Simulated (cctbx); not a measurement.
# Accept or mend?

Cell a = 11.9820 Å, b = 11.9820 Å, c = 11.9820 Å, α = 90.00°, β = 90.00°, γ = 90.00°; space group Fm-3m (no. 225). The compound is Sc2Pt21C6.

The data are simulated with cctbx, not measured: Mo Kα, λ = 0.71073 Å, to d = 0.6 Å, 70 % of the full sphere, strongest reflection 40000 counts, noise from counting, a 6 % proportional error and a noise floor of 2 counts (s.d.); no absorption, and some extinction, which the refinements don't model.

An anisotropic refinement with weights 1/σ² prints:

```text
Rint 0.044, 23 unique reflections to 1.60 A
cycle     R1     wR2    GooF  max shift (A)
   1  0.0097  0.0262   1.858   0.04670
   4  0.0063  0.0101   0.717   0.00007
final R1 0.0063 wR2 0.0101 GooF 0.717  parameters 12  data/parameter 1.9
atom        x        y        z      Ueq    occ   su(xyz)  su(Uiso or U11)
Pt1    0.32695  0.67305  0.00000   0.0058  1.000  0.00004  0.0011
Pt2    0.88765  0.88765  0.61235   0.0086  1.000  0.00006  0.0014
Pt3    0.00000  0.00000  0.00000   0.0058  1.000  0.00000  0.0012
Sc1    0.25000  0.25000  0.75000   0.0190  1.000  0.00000  0.0043
C1     0.00000  0.00000  0.71986  -0.0035  1.000  0.00267  0.0132  NPD
difference map: max 0.27 min -0.36 rms 0.10
Q1    0.0824  0.0824  0.0824   32    0.31  1.71 A from Pt3
Q2    0.0000  0.0000  0.5000    4    0.24  2.33 A from Pt2
Q3    0.0877  0.2500  0.2500   48    0.18  1.68 A from Pt1
Q4    0.0939  0.0939  0.2623   96    0.17  1.53 A from Pt2
```

Q: Accept it or mend it, and why?

Mend it. The fault: data cut at low resolution. Against the right model at the same level, R1 goes from 0.0087 to 0.0063 and GooF from 1.03 to 0.72 and C1 goes non-positive-definite. The atoms are right, but there are too few data for the parameters: R1 flatters and the s.u.s grow. Data per parameter fall from 21.5 to 1.9.

The compound is Sc2Pt21C6. The right model at the same level gives:

```text
Rint 0.049, 258 unique reflections to 0.60 A
cycle     R1     wR2    GooF  max shift (A)
   1  0.0200  0.0767   4.372   0.00185
   3  0.0087  0.0180   1.027   0.00038
final R1 0.0087 wR2 0.0180 GooF 1.027  parameters 12  data/parameter 21.5
atom        x        y        z      Ueq    occ   su(xyz)  su(Uiso or U11)
Pt1    0.32699  0.67301  0.00000   0.0064  1.000  0.00001  0.0000
Pt2    0.88780  0.88780  0.61220   0.0089  1.000  0.00001  0.0000
Pt3    0.00000  0.00000  0.00000   0.0078  1.000  0.00000  0.0001
Sc1    0.25000  0.25000  0.75000   0.0136  1.000  0.00000  0.0002
C1     0.00000  0.00000  0.72400   0.0223  1.000  0.00048  0.0015
difference map: max 1.40 min -1.91 rms 0.32
Q1    0.0000  0.0000  0.5000    4    1.40  2.33 A from Pt2
Q2    0.0578  0.2170  0.2830   96    0.96  1.58 A from Pt1
Q3    0.0611  0.0611  0.1377   96    0.87  1.59 A from Pt1
Q4    0.0000  0.1243  0.2622   96    0.81  1.22 A from Pt1
Q5    0.2096  0.2096  0.2096   32    0.80  0.84 A from Sc1
Q6    0.0000  0.0390  0.3711   96    0.78  1.23 A from C1
```

The model is made up (kin elements in a known structure type, no relaxation), so it says nothing on whether the phase exists.

[Middle refinement cycles are left out of these outputs.]

[Logs are printed without paths, hosts, clocks, repeated set-up lines and the standing remarks that a program may print on its own settings, such as how far it seeks lower states.]
